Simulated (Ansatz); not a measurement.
# NaVSe3 (model cell, started as cubic perovskite with V in the octahedra): following an unstable mode, part 3 of 3

Aim: this structure of NaVSe3 (model cell, started as cubic perovskite with V in the octahedra) is to be tested for unstable modes, and one is followed downhill.

Ansatz 0.2.0; DFT PBE, scalar-relativistic, plane waves, PAW; PAW set soft_1.

So far. Step 4 (The mode frozen in, largest atomic shift 0.32 Å): The run ends at a pressure of 1.14 GPa, with forces up to 0.36 eV/Å. Step 5 (Energy along the mode, all amplitudes (two of the runs …): The lowest of the steps tried is at 0.32 Å, 17.6 meV/atom below the parent; the bottom of the well need not coincide with a step.

The structure was built from a prototype and need not be the compound's stable phase.

## (6) Relaxation from the frozen mode (continued)

Electrostatic potential energy in the bc plane of the conventional cell at fractional x = 0.000, with atoms of Na and V and Se within 0.2 Å of it. With pseudopotentials it is smooth inside the atoms' cores, unlike the true potential.

Ten even steps from '0' (-39 eV) to '9' (8 eV), each cell a mean:
```
01789999857995799999840
36899999975555789999874
88999999997667667899998
99999999999875112689999
99999999999972000379999
99999999999961000279999
99999999999973000489999
89999999998876434789999
68899999986556778899987
03899999865875789999861
00689999858995699999830
01789999857995799999840
36899998865555899999874
88999876676678999999988
99999741136899999999999
99998510004899999999999
99998500004899999999999
99998620015899999999999
89999863357889999999998
68899988775557999999987
03899999865875799999861
00689999858995699999830
```
Columns run along b (8.1 Å; values clipped at the 3rd and 97th percentile), rows up along c (7.8 Å), edges of the conventional cell, whose origin can differ from the input's. Atoms in or near the plane, at fractional coordinates: Na at (0.00, 0.00), Na at (0.00, 0.50), V at (0.34, 0.25), V at (0.66, 0.75), Se at (0.50, 0.00), Se at (0.50, 0.50).

The distorted start has space group Cmcm; the relaxation ends in Cmcm.

## (7) The new phase in its own primitive cell

The relaxed structure is symmetrised, reduced to its primitive cell and relaxed tightly, as its phonons need.

The input, input.yaml:

```yaml
crystal:
  lattice:
    - [5.0989779964, -4.0299674899, 0.0]
    - [5.0989779964, 4.0299674899, 0.0]
    - [0.0, 0.0, 7.7511293522]
  atoms:
    - { symbol: Na, position: [0.0, 0.0, 0.0] }
    - { symbol: Na, position: [0.0, 0.0, 0.5] }
    - { symbol: V, position: [0.6589414579, 0.3410585421, 0.25] }
    - { symbol: V, position: [0.3410585421, 0.6589414579, 0.75] }
    - { symbol: Se, position: [0.5, 0.5, 0.0] }
    - { symbol: Se, position: [0.5, 0.5, 0.5] }
    - { symbol: Se, position: [0.6391670413, 0.0014454175, 0.25] }
    - { symbol: Se, position: [0.3608329587, 0.9985545825, 0.75] }
    - { symbol: Se, position: [0.9985545825, 0.3608329587, 0.25] }
    - { symbol: Se, position: [0.0014454175, 0.6391670413, 0.75] }
kpoints:
  mp_grid: { grid: [6, 6, 4] }
hamiltonian:
  xc: pbe
  pseudopotentials: { kind: paw, azcp: { folder: soft_1 } }
scf:
  occupations: { method: methfessel_paxton, width: 0.2 }
output:
  forces: true
  stress: true
  eigenvalues: true
relax:
  adjacent_minimum: "off"
  f_tol: 0.001
  max_steps: 60
  cell: { stress_tol: 0.01 }
```

Started as:

```sh
$ ansatz run input.yaml --threads 4 --pin off --max-ram 16384MiB --backend cpu --events-out ev --progress --plain --runs-dir out
```

Numbers of over 12 decimals in the logs are rounded to 6 here.

The program printed:

```text
[...]
Crystal: 10 atoms, lattice volume = 318.552 Å³
Basis set: ecut = 420 eV, 6213 PW (Γ), exchange–correlation on 90×90×108 points (8 copies of the dense FFT grid, shifted against one another)
Bands: 84, of which v1, the nominal top of the filled ones, is band 70 counted from 1 (69 counted from 0)
Symmetry: 8 space group operations
[...]
k-points: 39 of 144
[...]
- { symbol: V, position: [0.659165, 0.340835, 0.250000] }
    - { symbol: V, position: [0.340835, 0.659165, 0.75] }
    - { symbol: Se, position: [0.5, 0.5, 0.0] }
    - { symbol: Se, position: [0.5, 0.5, 0.500000] }
    - { symbol: Se, position: [0.640408, 0.00198239, 0.250000] }
    - { symbol: Se, position: [0.359592, 0.998018, 0.75] }
    - { symbol: Se, position: [0.998018, 0.359592, 0.250000] }
    - { symbol: Se, position: [0.00198239, 0.640408, 0.75] }
[key lines of the parts left out:]
SCF converged after 8 iterations
Free energy (F): -41617.962035 eV
Fermi energy:    3.405335 eV
P = ⅓ Tr σ = 0.0003 GPa (0.003 kbar)
```

Wall time 2 min (4 threads of Arm Neoverse V1, shared host); peak memory 1.3 GiB; 8 min of CPU time.

Relaxation path:

| step | energy less that of the first step (eV) | largest force component (eV/Å) | pressure (GPa) | volume (Å³) |
| --- | --- | --- | --- | --- |
| 1 | 0.0000 | 0.0016 | 0.00 | 318.55 |
| 2 | 0.0000 | 0.0006 | 0.00 | 318.76 |
| 3 | 0.0001 | 0.0011 | 0.00 | 319.72 |
| 4 | 0.0001 | 0.0004 | 0.00 | 319.74 |
| 5 | 0.0000 | 0.0004 | 0.00 | 319.76 |
| 6* | -0.0001 | 0.0004 | 0.00 | 319.76 |

Relaxation steps marked * repeat the geometry before them on a plane-wave basis chosen anew for their cell, so energy and pressure can jump there.

Forces are held to the 8 operations that the run works with; a distortion that breaks them can't arise in this run.

| conventional cell, symmetrised | before | after | change |
| --- | --- | --- | --- |
| a (Å) | 10.198 | 10.251 | +0.5 % |
| b (Å) | 8.060 | 8.050 | -0.1 % |
| c (Å) | 7.751 | 7.750 | -0.0 % |
| volume (Å³/atom) | 31.86 | 31.98 | +0.4 % |

Numbers from this step:

* pressure: 2.51e-4 GPa
* volume per atom: 31.98 Å³
* gap on the k-mesh: 0.07508 eV
* direct gap on mesh: 0.1746 eV

The largest force component left is 0.43 meV/Å and the pressure is 0.000 GPa, within the tolerances set. The cell now holds 31.98 Å³/atom.

## (8) Modes of the new phase, k-mesh 6×6×4

A relaxed structure may still be a saddle point, so its zone-centre modes are computed. No field response is asked, and the gap on the mesh is small against the smearing.

The input, input.yaml:

```yaml
crystal:
  lattice:
    - [5.1256709451, -4.0249605584, 0.0]
    - [5.1256709451, 4.0249605584, 0.0]
    - [0.0, 0.0, 7.7496065546]
  atoms:
    - { symbol: Na, position: [0.0, 0.0, 0.0] }
    - { symbol: Na, position: [0.0, 0.0, 0.5] }
    - { symbol: V, position: [0.6591651158, 0.3408348842, 0.25] }
    - { symbol: V, position: [0.3408348842, 0.6591651158, 0.75] }
    - { symbol: Se, position: [0.5, 0.5, 0.0] }
    - { symbol: Se, position: [0.5, 0.5, 0.5] }
    - { symbol: Se, position: [0.6404079801, 0.0019823941, 0.25] }
    - { symbol: Se, position: [0.3595920199, 0.9980176059, 0.75] }
    - { symbol: Se, position: [0.9980176059, 0.3595920199, 0.25] }
    - { symbol: Se, position: [0.0019823941, 0.6404079801, 0.75] }
kpoints:
  mp_grid: { grid: [6, 6, 4] }
hamiltonian:
  xc: pbe
  pseudopotentials: { kind: paw, azcp: { folder: soft_1 } }
scf:
  occupations: { method: methfessel_paxton, width: 0.2 }
output:
  eigenvalues: true
phonons:
  method: dfpt
```

The program printed:

```text
[...]
Crystal: 10 atoms, lattice volume = 319.758 Å³
Basis set: ecut = 420 eV, 6233 PW (Γ), exchange–correlation on 90×90×108 points (8 copies of the dense FFT grid, shifted against one another)
Bands: 84, of which v1, the nominal top of the filled ones, is band 70 counted from 1 (69 counted from 0)
Symmetry: 8 space group operations
k-points: 76 of 144 (irreducible under 1 space group operation, time reversal used)
[...]
SCF iter   1: F=—  HF=-41634.237388 eV  |F-HF|=—  |Δ(HF+E_count)|=         —  Δρ=2.10e-1  dr2=2.55e2  ethr=3.10e-3  ⟨swp⟩=6.0  Hψ=22306  notcnv=0
[...]
SCF iter  13: F=-41617.962035 eV  HF=-41617.962035 eV  |F-HF|=2.91e-11  |Δ(HF+E_count)|=  1.31e-10  S|Δr|=    0.00e0  Δρ=5.27e-8  dr2=5.87e-12  ethr=1.00e-12  ⟨swp⟩=14.5  Hψ=35980  notcnv=0
SCF 1 converged in 13 iterations: F = -41617.962035 eV  dr2 = 5.87e-12
[...]
DFPT response loops at Γ: preconditioner auto → none (partly filled bands, converged f_vac=0.244); β = 0.50; Broyden in place of MSR1
SCF converged after 13 iterations
[...]
Free energy (F): -41617.962035 eV
[...]
Internal energy: -41617.982129 eV  (E = F + TS)
E sigma→0 (E₀):  -41617.967058 eV
Entropy (-TS):   0.020094 eV (2.009 meV/atom)
Fermi energy:    3.405335 eV
[...]
--- Band table (eV; the first three rows and the last of 76) ---
  k-point 0: bands = [... 66 lower, 2.1793, 2.6159, 2.8606, 3.0135, 3.4714, 4.2409, 4.3828, 4.8341, ... 10 higher]
  k-point 1: bands = [... 66 lower, 1.9946, 2.4636, 2.7423, 2.9712, 4.0636, 4.3800, 4.4135, 4.6695, ... 10 higher]
  k-point 2: bands = [... 66 lower, 1.7855, 1.7855, 2.9539, 2.9539, 4.4979, 4.4979, 4.6451, 4.6451, ... 10 higher]
  k-point 75: bands = [... 66 lower, 2.7463, 2.7463, 3.3936, 3.3936, 4.5318, 4.5318, 4.5666, 4.5666, ... 10 higher]
--- Phonons (Γ-DFPT): 12 representative perturbations + reference, on 76 of 144 k-points (Σ response iterations 49) ---
  k mesh reduced under 1 symmetry operation, with k and −k counted as one. Each operation leaves every solved perturbation unchanged. A smaller set is not used because it would not reduce the number of displacements times k-points to solve
  ASR residual: 6.177e-5 → 0.000e0 eV/Å²; symmetrization residual: 1.929e-5 eV/Å²
  ASR residual per site (eV/Å²): 5.85e-5 5.85e-5 3.58e-5 3.58e-5 3.26e-5 3.26e-5 6.18e-5 6.18e-5 6.18e-5 6.18e-5
  Γ frequencies (cm⁻¹): -35.87 -33.95 -30.93 -30.28 0.00 0.00 0.00 45.13 46.79 66.23 68.94 69.45 71.47 80.03 85.43 91.00 103.45 105.50 106.60 130.82 170.89 171.86 183.63 210.27 269.59 323.69 359.05 372.45 375.15 388.62
  non-analytic LO–TO correction: not included (Born effective charges unavailable; polar crystals: no LO–TO splitting at Γ)
```

Elapsed: 22 min, on 4 threads; peak memory 5.7 GiB.

Numbers from this step:

```yaml
sum_rule_residual_before_enforcement: 6.18e-5 eV/Å²
point_group: mmm
highest_optical_mode_at_the_zone_centre_no_lo_to_term: 388.6 cm⁻¹
lowest_optical_zone_centre_mode: -35.87 cm⁻¹
```

Patterns of degenerate modes are one choice out of their space. Modes at Γ, with each element's share of the kinetic energy (negative means imaginary):

```csv
mode,frequency (cm⁻¹),symmetry,Na %,V %,Se %
1,-35.9,B1u,60,3,37
2,-34.0,B1u,36,0,64
3,-30.9,Au,7,0,93
4,-30.3,B3u,8,0,92
5,0.0,acoustic,7,16,76
6,0.0,acoustic,7,16,76
7,0.0,acoustic,7,16,76
8,45.1,Au,24,0,76
9,46.8,B1g,0,6,94
10,66.2,B2g,0,0,100
11,68.9,B3g,0,1,99
12,69.5,B2u,43,0,57
13,71.5,B3u,15,17,68
14,80.0,B1g,0,24,76
15,85.4,B2u,53,2,45
16,91.0,Ag,0,5,95
17,103.5,B3u,69,0,31
18,105.5,Au,69,0,31
19,106.6,B1u,1,45,54
20,130.8,B2u,5,15,80
21,170.9,B1u,86,0,14
22,171.9,Ag,0,23,77
23,183.6,B2u,90,2,8
24,210.3,B1u,9,35,56
25,269.6,B2u,0,1,99
26,323.7,B3g,0,99,1
27,359.1,B2u,2,64,34
28,372.4,Ag,0,72,28
29,375.1,B3u,1,67,32
30,388.6,B1g,0,70,30
```

Displacements in mode 1 (-35.9 cm⁻¹), the largest set to 1:
```
Na1  0.00 -1.00  0.75
Na2  0.00  1.00  0.75
V3   0.00  0.00 -0.19
V4   0.00  0.00 -0.19
Se5  0.00  0.42  0.23
Se6  0.00 -0.42  0.23
Se7  0.00  0.00 -0.16
Se8  0.00  0.00 -0.16
Se9  0.00  0.00 -0.16
Se10 0.00  0.00 -0.16
```

Displacements in mode 4 (-30.3 cm⁻¹), the largest set to 1:
```
Na1 -0.74  0.00  0.00
Na2 -0.74  0.00  0.00
V3  -0.04  0.00  0.00
V4  -0.04  0.00  0.00
Se5  1.00  0.00  0.00
Se6  1.00  0.00  0.00
Se7 -0.38  0.53  0.00
Se8 -0.38  0.53  0.00
Se9 -0.38 -0.53  0.00
Se10-0.38 -0.53  0.00
```

Before it was imposed, the acoustic sum rule was missed by 6.2e-5 eV/Å². Small misses are needed for a sound result but don't prove that mesh and cutoff are converged. The lowest optical mode is imaginary, 35.9i cm⁻¹, so the energy falls along it.

## (9) Summary of results

| Quantity | Value |
| --- | --- |
| unstable mode of the parent | q = (0, 0, -0.5), 123i cm⁻¹ |
| depth at the lowest point sampled | 17.6 meV/atom |
| largest atomic shift at that point | 0.32 Å |
| space group reached (within 0.01 Å) | Cmcm |
| energy gained over the parent (first relaxation, on the mesh of the frozen mode) | 103 meV/atom |
| volume per atom, phase reached | 32.0 Å³ |
| gap on the k-mesh, phase reached | 0.0751 eV |
| lowest optical zone-centre mode, phase reached | -35.9 cm⁻¹ |
| highest optical mode at the zone centre (no LO-TO term), phase reached | 389 cm⁻¹ |

From this start the structure relaxes into Cmcm, 103 meV/atom below the parent. At the parent's cell the well is 17.62 meV/atom deep on the steps tried, with its lowest point at a shift of 0.32 Å. Relaxing atoms and cell changes the gain by +84.98 meV/atom against the lowest step (energies at zero smearing). Most of the total comes from this relaxation. The frozen pattern makes up only 23 % of the final shifts of the atoms, so other modes or strain give most of the change. The new phase still has an imaginary mode at the zone centre of its cell, so it is a saddle point on the way to a lower structure. Of the 5 patterns followed to their end from this parent, this one ends 29.7 meV/atom above the lowest, Amm2. Another end point lies within 1 meV/atom; how such a difference moves with mesh and cutoff was not tested. Each path keeps the symmetry of its pattern, so a lower phase may lie along a pattern not tried. With no gap, or one that is small against the smearing, the frequencies hang on the k mesh and the smearing, most of all near Kohn anomalies. The phonon runs are without spin polarisation, although V often carries a moment. A phonon run warned that its eigensolver left some bands unconverged in a pass. The starting cell was built on a prototype and not taken from a measurement, so the phase need not exist.

[Logs are printed without paths, hosts, clocks, repeated set-up lines and the standing remarks that a program may print on its own settings, such as how far it seeks lower states.]

[Hosts, paths, dates, database ids (printed as entryN), source tags and the programs' standing remarks are cut or masked in the printed files.]
